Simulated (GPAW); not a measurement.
# 1T-IrSSe monolayer: simulated STM images

Wanted: filled- and empty-state images of 1T-IrSSe monolayer, with its work function.

Method: GPAW, PAW setups; layer in a repeated cell with vacuum, relaxation of atoms and in-plane cell, in the first sound run; inputs show where later runs differ, in GPAW 26.7.0.

## 1. The starting structure

The cell holds 3 atoms: 1 Se, 1 Ir and 1 S. Cell: a = 3.456 Å, b = 3.456 Å, c = 18.709 Å, α = 90.0°, β = 90.0°, γ = 120.0°. Vacuum lies along c.

## 2. Relaxing the atoms

Forces are removed first; all later runs use this geometry.

Contents of run.py:

```python
import json
import numpy as np
from ase import Atoms
from ase.filters import FrechetCellFilter
from ase.optimize import BFGS
from gpaw import GPAW, PW

slab = Atoms(
    ['Se', 'Ir', 'S'],
    positions=[
        [1.72798, 0.99765, 8.00000],
        [0.00000, 0.00000, 9.48792],
        [-0.00000, 1.99530, 10.70846]],
    cell=[[3.45596, 0.0, 0.0], [-1.72798, 2.99295, 0.0], [0.0, 0.0, 18.7085]],
    pbc=[True, True, True])

slab.calc = GPAW(mode=PW(600), xc='PBE', kpts={'size': (9, 9, 1), 'gamma': True},
                 occupations={'name': 'fermi-dirac', 'width': 0.05}, nbands='160%',
                 convergence={'density': 1e-05}, maxiter=200,
                 symmetry={'tolerance': 1e-3}, txt='slab.txt')
result = {}
# The in-plane cell is free; stress needs a cell that repeats along all three vectors
path = []
opt = BFGS(FrechetCellFilter(slab, mask=[1, 1, 0, 0, 0, 1]), maxstep=0.2)
opt.attach(lambda: path.append((slab.get_potential_energy(), slab.positions.tolist(), slab.get_forces().tolist())))
result['relaxed'] = bool(opt.run(fmax=0.02, steps=45))
result['path'] = path
result['cell'] = slab.cell.tolist()
print('in-plane lattice', slab.cell.cellpar().round(4)[[0, 1, 5]])
energy = slab.get_potential_energy()
fermi = slab.calc.get_fermi_level()
v = slab.calc.get_electrostatic_potential().mean((0, 1)) - fermi
n = slab.calc.get_pseudo_density().mean((0, 1))
L = slab.cell[2, 2]
z = np.arange(len(v)) * L / len(v)
low, high = slab.positions[:, 2].min(), slab.positions[:, 2].max()
below, above = np.interp([low - 5.8, high + 5.8], z, v)
slopes = [np.interp(x, z, np.gradient(v, z)) for x in (low - 5.8, high + 5.8)]
eps = np.array([[slab.calc.get_eigenvalues(k, s) for k in range(len(slab.calc.get_ibz_k_points()))]
                for s in range(slab.calc.get_number_of_spins())]) - fermi
top, bottom = eps[eps < 0].max(), eps[eps > 0].min()
dipole = slab.get_dipole_moment()[2]
print(f'energy {energy:.4f} eV, Fermi level {fermi:.4f} eV, dipole {dipole:.5f} e A')
print(f'potential 5.8 A off the faces, from the Fermi level: lower {below:.4f} eV, upper {above:.4f} eV')
print(f'slope of the potential there: lower {slopes[0]:.5f}, upper {slopes[1]:.5f} eV/A')
print(f'nearest levels on the mesh: {top:.4f} and {bottom:.4f} eV')
print('magnetic moment', round(slab.get_magnetic_moment(), 3))
result.update(energy=energy, fermi=fermi, dipole=dipole, below=below, above=above, slopes=slopes, edges=[top, bottom],
              z=z.tolist(), v=v.tolist(), n=n.tolist(), positions=slab.positions.tolist(),
              forces=slab.get_forces(apply_constraint=False).tolist(), moments=slab.get_magnetic_moments().tolist())
json.dump(result, open('result.json', 'w'))
```

Command:

```sh
OMP_NUM_THREADS=1 OPENBLAS_NUM_THREADS=1 python run.py
```

What it wrote:

```text
Step          Energy          fmax
BFGS:    0      -17.481642        1.085936
BFGS:    1      -17.525087        0.823500
BFGS:    2      -17.591950        0.477762
BFGS:    3      -17.600018        0.540758
BFGS:    4      -17.629340        0.586908
BFGS:    5      -17.648518        0.530036
BFGS:    6      -17.658687        0.282475
BFGS:    7      -17.660892        0.137307
BFGS:    8      -17.661818        0.055313
BFGS:    9      -17.662064        0.017366
in-plane lattice [  3.6293   3.6293 120.    ]
energy -17.6525 eV, Fermi level -1.9532 eV, dipole 0.00174 e A
potential 5.8 A off the faces, from the Fermi level: lower 5.4720 eV, upper 5.4654 eV
slope of the potential there: lower 0.00140, upper 0.00143 eV/A
nearest levels on the mesh: -0.0535 and 0.1687 eV
magnetic moment 0.0
```

Wall time 6.3 min (1 thread of Arm Neoverse V1, shared host); peak memory 0.34 GiB.

This step gave:

| Property | Result |
| --- | --- |
| dipole along the normal | 0.001739 e·Å |
| levels nearest the Fermi level on the mesh | -0.05351, 0.1687 eV from the Fermi level |

Table of electrostatic potential energy of an electron (without an applied field's), less the Fermi level, planar mean by z:

z (Å), electrostatic potential energy of an electron (without an applied field's), less the Fermi level, planar mean (eV) and a bar from the least value:
```
        0        5.5 ##############################
        1        5.5 ##############################
        2        5.5 ##############################
        3        5.5 ##############################
        4        5.5 ##############################
        5        5.5 ##############################
        6        5.4 ##############################
        7        3.7 ###########################
        8      -15.3 
        9       -8.2 ##########
       10      -12.4 ####
       11       -4.3 ################
       12        5.0 #############################
       13        5.4 ##############################
       14        5.5 ##############################
       15        5.5 ##############################
       16        5.5 ##############################
       17        5.5 ##############################
       18        5.5 ##############################
```

The pseudo valence density, planar mean by z:

z (Å), pseudo valence density, planar mean (e/Å³) and a bar:
```
      4.5       0.00 
      5.0       0.00 
      5.5       0.00 
      6.0       0.00 
      6.5       0.02 
      7.0       0.09 ##
      7.5       0.27 ######
      8.0       0.22 #####
      8.5       0.45 ##########
      9.0       0.61 ##############
      9.5       1.36 ##############################
     10.0       0.80 ##################
     10.5       0.44 ##########
     11.0       0.32 #######
     11.5       0.12 ###
     12.0       0.03 #
     12.5       0.01 
     13.0       0.00 
     13.5       0.00 
     14.0       0.00
```

The relaxation lowered the energy of the cell by 0.188 eV (energies extrapolated to zero smearing; the optimiser's log prints free energies). The largest force left on a free atom is 0.012 eV/Å.

## 3. Plane waves, PBE

The work function is the vacuum plateau of the electrostatic potential less the Fermi level; a dipole layer lets the two faces have plateaus of their own.

This step: GPAW, PAW setups; slab in vacuum (GPAW 26.7.0).

The cell differs from the one that the last finished run ended in (c 18.709 → 18.482 Å).

Contents of run.py:

```python
import json
import numpy as np
from ase import Atoms
from ase.dft.stm import STM
from gpaw import GPAW, PW

slab = Atoms(
    ['Se', 'Ir', 'S'],
    positions=[
        [1.81465, 1.04769, 8.00000],
        [0.00000, -0.00000, 9.43302],
        [-0.00000, 2.09538, 10.48169]],
    cell=[[3.6293, 0.0, 0.0], [-1.81465, 3.14307, 0.0], [0.0, 0.0, 18.4817]],
    pbc=[True, True, False])

slab.calc = GPAW(mode=PW(400), xc='PBE', kpts={'size': (9, 9, 1), 'gamma': True},
                 occupations={'name': 'fermi-dirac', 'width': 0.05}, nbands='160%',
                 convergence={'density': 1e-05}, maxiter=200,
                 poissonsolver={'dipolelayer': 'xy'},
                 symmetry={'tolerance': 1e-3}, txt='slab.txt')
result = {}
energy = slab.get_potential_energy()
fermi = slab.calc.get_fermi_level()
v = slab.calc.get_electrostatic_potential().mean((0, 1)) - fermi
n = slab.calc.get_pseudo_density().mean((0, 1))
L = slab.cell[2, 2]
z = np.arange(len(v)) * L / len(v)
low, high = slab.positions[:, 2].min(), slab.positions[:, 2].max()
below, above = np.interp([low - 5.8, high + 5.8], z, v)
slopes = [np.interp(x, z, np.gradient(v, z)) for x in (low - 5.8, high + 5.8)]
eps = np.array([[slab.calc.get_eigenvalues(k, s) for k in range(len(slab.calc.get_ibz_k_points()))]
                for s in range(slab.calc.get_number_of_spins())]) - fermi
top, bottom = eps[eps < 0].max(), eps[eps > 0].min()
dipole = slab.get_dipole_moment()[2]
print(f'energy {energy:.4f} eV, Fermi level {fermi:.4f} eV, dipole {dipole:.5f} e A')
print(f'potential 5.8 A off the faces, from the Fermi level: lower {below:.4f} eV, upper {above:.4f} eV')
print(f'slope of the potential there: lower {slopes[0]:.5f}, upper {slopes[1]:.5f} eV/A')
print(f'nearest levels on the mesh: {top:.4f} and {bottom:.4f} eV')
print('magnetic moment', round(slab.get_magnetic_moment(), 3))
result.update(energy=energy, fermi=fermi, dipole=dipole, below=below, above=above, slopes=slopes, edges=[top, bottom],
              z=z.tolist(), v=v.tolist(), n=n.tolist(), positions=slab.positions.tolist(),
              forces=slab.get_forces(apply_constraint=False).tolist(), moments=slab.get_magnetic_moments().tolist())

# Images need the states of the whole zone, up to time reversal
slab.calc = slab.calc.fixed_density(symmetry={'point_group': False}, txt='states.txt', nbands='220%',
                                    convergence={'bands': 'CBM+0.8'})
stm = STM(slab)
result['stm'] = []
for bias in [-0.5, 0.5]:
    height = high + 4.0
    current = stm.get_averaged_current(bias, height)
    x, y, h = stm.scan(bias, current)
    i, f = divmod(height / L * stm.ldos.shape[2], 1)
    I = abs((1 - f) * stm.ldos[:, :, int(i)] + f * stm.ldos[:, :, int(i) + 1])
    print(f'bias {bias} V: mean current at 4.0 A {current:.4e}, corrugation {np.ptp(h):.4f} A')
    result['stm'].append(dict(bias=bias, current=current, h=(h - high).tolist(), I=I.tolist()))
json.dump(result, open('result.json', 'w'))
```

What it wrote:

```text
energy -17.5881 eV, Fermi level -1.9111 eV, dipole 0.00133 e A
potential 5.8 A off the faces, from the Fermi level: lower 5.4801 eV, upper 5.4603 eV
slope of the potential there: lower -0.00002, upper 0.00005 eV/A
nearest levels on the mesh: -0.0535 and 0.1687 eV
magnetic moment 0.0
bias -0.5 V: mean current at 4.0 A 1.2071e-06, corrugation 0.5853 A
bias 0.5 V: mean current at 4.0 A 6.1541e-06, corrugation 0.1612 A
```

Elapsed: 96 s, on 1 thread; peak memory 0.33 GiB.

This step gave:

```
dipole along the normal                    : 0.001329 e·Å
levels nearest the Fermi level on the mesh : -0.05353, 0.1687 eV from the Fermi level
upper work function                        : 5.460 eV
lower work function                        : 5.480 eV
corrugation -0.5                           : 0.5853 Å
corrugation 0.5                            : 0.1612 Å
```

The electrostatic potential energy of an electron (without an applied field's), less the Fermi level, planar mean by z:

```tsv
z (Å)	electrostatic potential energy of an electron (without an applied field's), less the Fermi level, planar mean (eV)
0.0	5.47
0.5	5.48
1.0	5.48
1.5	5.48
2.0	5.48
2.5	5.48
3.0	5.48
3.5	5.48
4.0	5.48
4.5	5.48
5.0	5.47
5.5	5.45
6.0	5.35
6.5	4.92
7.0	3.09
7.5	-4.16
8.0	-16.2
8.5	-7.42
9.0	-9.91
9.5	-16.5
10.0	-11.9
10.5	-14.8
11.0	-2.08
11.5	3.84
12.0	5.13
12.5	5.39
13.0	5.45
13.5	5.46
14.0	5.46
14.5	5.46
15.0	5.46
15.5	5.46
16.0	5.46
16.5	5.46
17.0	5.46
17.5	5.46
18.0	5.46
```

Table of pseudo valence density, planar mean by z:

z (Å), pseudo valence density, planar mean (e/Å³) and a bar:
```
        4       0.00 
        5       0.00 
        6       0.01 
        7       0.11 ####
        8       0.20 ########
        9       0.74 ##############################
       10       0.71 #############################
       11       0.29 ############
       12       0.02 #
       13       0.00 
       14       0.00
```

Tip height over the top atom over a1 and a2. Sample bias -0.5 V, constant current at the mean current 4.0 Å over the top atom.

Ten even steps from '_' (3.63 Å) to '@' (4.22 Å):
```
__..--==++**############**++==--..__
..--==++**####%%%%%%####**++==--..__
--==++**##%%%%@@@@%%%%##**++==--::::
==++**##%%@@@@@@@@@@%%##**++==--::--
++**##%%@@@@@@@@@@@@%%##**++==----==
**####%%@@@@@@@@@@%%####**====--====
**##%%@@@@@@@@@@@@%%##**++========++
####%%@@@@@@@@@@%%####**==========**
####%%%%@@@@%%%%####**++========++**
######%%%%%%######**++==------==++**
**############****++==--------==++**
**************++====----------====++
++++++++++++========--------========
====================------==========
--------------================------
......::::--======++++++======--::::
______::--====++********++====--::__
____..--==++****######****++==--..__
```
Columns: a1 from 0 to 0.944; rows upwards: a2 from 0 to 0.944.

Local density of states summed over the bias window over a1 and a2. Sample bias -0.5 V, constant height 4.0 Å over the top atom.

Values in units of 1e-6 arbitrary, 12 rows by 16 columns, each cell a mean:
```
0.6 0.7 0.9 1.0 1.2 1.4 1.6 1.7 1.7 1.6 1.4 1.2 1.0 0.8 0.7 0.6
0.7 0.9 1.1 1.3 1.6 1.8 1.9 2.0 1.9 1.7 1.5 1.2 1.0 0.8 0.7 0.7
0.9 1.2 1.5 1.8 2.0 2.2 2.3 2.2 2.0 1.8 1.5 1.2 0.9 0.8 0.8 0.8
1.2 1.4 1.7 2.0 2.2 2.4 2.3 2.2 2.0 1.7 1.4 1.1 0.9 0.8 0.8 0.9
1.4 1.6 1.9 2.1 2.3 2.3 2.2 2.0 1.7 1.4 1.2 1.0 0.9 0.9 1.0 1.1
1.4 1.7 1.9 2.0 2.1 2.1 1.9 1.7 1.5 1.2 1.0 0.9 0.9 0.9 1.0 1.2
1.4 1.5 1.7 1.7 1.7 1.6 1.5 1.3 1.1 1.0 0.9 0.9 0.9 0.9 1.0 1.2
1.2 1.3 1.4 1.4 1.4 1.3 1.2 1.1 1.0 0.9 0.9 0.8 0.9 0.9 1.0 1.1
1.0 1.0 1.0 1.0 1.0 1.0 0.9 0.9 0.9 0.9 0.9 0.9 0.9 0.9 0.9 1.0
0.8 0.8 0.8 0.8 0.8 0.8 0.9 0.9 0.9 0.9 0.9 0.9 0.9 0.9 0.8 0.8
0.6 0.6 0.7 0.7 0.8 0.9 1.0 1.1 1.1 1.1 1.1 1.0 0.9 0.8 0.7 0.7
0.6 0.6 0.7 0.8 0.9 1.1 1.2 1.3 1.3 1.3 1.2 1.1 0.9 0.8 0.7 0.6
```
Columns: a1 from 0 to 0.944; rows upwards: a2 from 0 to 0.944.

Tip height over the top atom over a1 and a2. Sample bias 0.5 V, constant current at the mean current 4.0 Å over the top atom.

Values in Å, 12 rows by 16 columns, each cell a mean:
```
3.94 3.94 3.96 3.98 4.00 4.02 4.04 4.04 4.04 4.04 4.02 4.00 3.97 3.95 3.94 3.94
3.94 3.96 3.98 4.01 4.03 4.05 4.07 4.07 4.06 4.04 4.02 4.00 3.97 3.95 3.94 3.93
3.97 4.00 4.02 4.05 4.07 4.08 4.09 4.08 4.07 4.05 4.02 4.00 3.97 3.95 3.94 3.95
3.99 4.02 4.05 4.07 4.08 4.09 4.09 4.08 4.06 4.04 4.02 3.99 3.97 3.96 3.96 3.97
4.01 4.04 4.06 4.08 4.09 4.09 4.08 4.07 4.05 4.02 4.00 3.97 3.96 3.96 3.97 3.99
4.02 4.04 4.06 4.07 4.07 4.07 4.06 4.05 4.02 4.00 3.97 3.96 3.95 3.96 3.97 3.99
4.01 4.03 4.04 4.04 4.04 4.04 4.03 4.01 3.98 3.97 3.96 3.95 3.95 3.96 3.97 3.99
4.00 4.01 4.02 4.02 4.01 4.01 4.00 3.98 3.96 3.95 3.95 3.95 3.95 3.96 3.97 3.99
3.98 3.98 3.98 3.98 3.98 3.97 3.97 3.96 3.95 3.95 3.95 3.95 3.95 3.96 3.97 3.97
3.95 3.95 3.95 3.95 3.95 3.96 3.96 3.96 3.96 3.96 3.96 3.96 3.96 3.96 3.96 3.95
3.94 3.94 3.93 3.94 3.95 3.96 3.97 3.98 3.98 3.98 3.98 3.98 3.97 3.95 3.94 3.93
3.94 3.94 3.94 3.95 3.97 3.99 4.00 4.01 4.01 4.01 4.00 3.99 3.97 3.95 3.94 3.94
```
Columns: a1 from 0 to 0.944; rows upwards: a2 from 0 to 0.944.

Local density of states summed over the bias window over a1 and a2. Sample bias 0.5 V, constant height 4.0 Å over the top atom.

Ten even steps from '0' (5.28 × 1e-6 arbitrary) to '9' (8.00 × 1e-6 arbitrary):
```
000123455554321000
001235667665321000
012356788765321000
123568999865321000
235689999865321001
246799999764221112
356899998653211112
357899987532110112
356788765322100122
356666653221101122
345555432211111122
233333221111111112
222222211001100112
111111110011100111
000000111111111100
000000111222111000
000001222222221000
000012233333221000
```
Columns: a1 from 0 to 0.944; rows upwards: a2 from 0 to 0.944.

The potential is flat to 4.7e-5 eV/Å where it is read, so the vacuum is wide enough.

## 4. What came out

```json
{"work function, upper and lower face": "5.460 and 5.480 eV", "dipole along the normal": "0.00133 e Å", "corrugation at -0.5 V": "0.585 Å", "corrugation at 0.5 V": "0.161 Å"}
```

What this shows: The corrugation at constant current is largest at -0.5 V, where the tip height varies by 0.59 Å over the cell. Negative sample bias images filled states, positive bias empty ones. The images are of Tersoff-Hamann type: an s-wave tip, no tip-sample forces, heights closer than in a microscope. The starting lattice was a guess from atomic radii; the relaxation moved it by 5 %. The small printed dipole stands for a step of -21 meV from the lower to the upper face, and the probes find -20 meV; values this small are near the numerical noise of both. The cell holds an odd number of electrons, so without spin polarisation it must come out metallic and without a moment, whatever its true state. The layer's cell and atoms come from the relaxation; spin-orbit coupling and temperature are left out.

[Logs are printed without paths, hosts, clocks, repeated set-up lines and the standing remarks that a program may print on its own settings, such as how far it seeks lower states.]

[Hosts, paths, dates, database ids (printed as entryN), source tags and the programs' standing remarks are cut or masked in the printed files.]
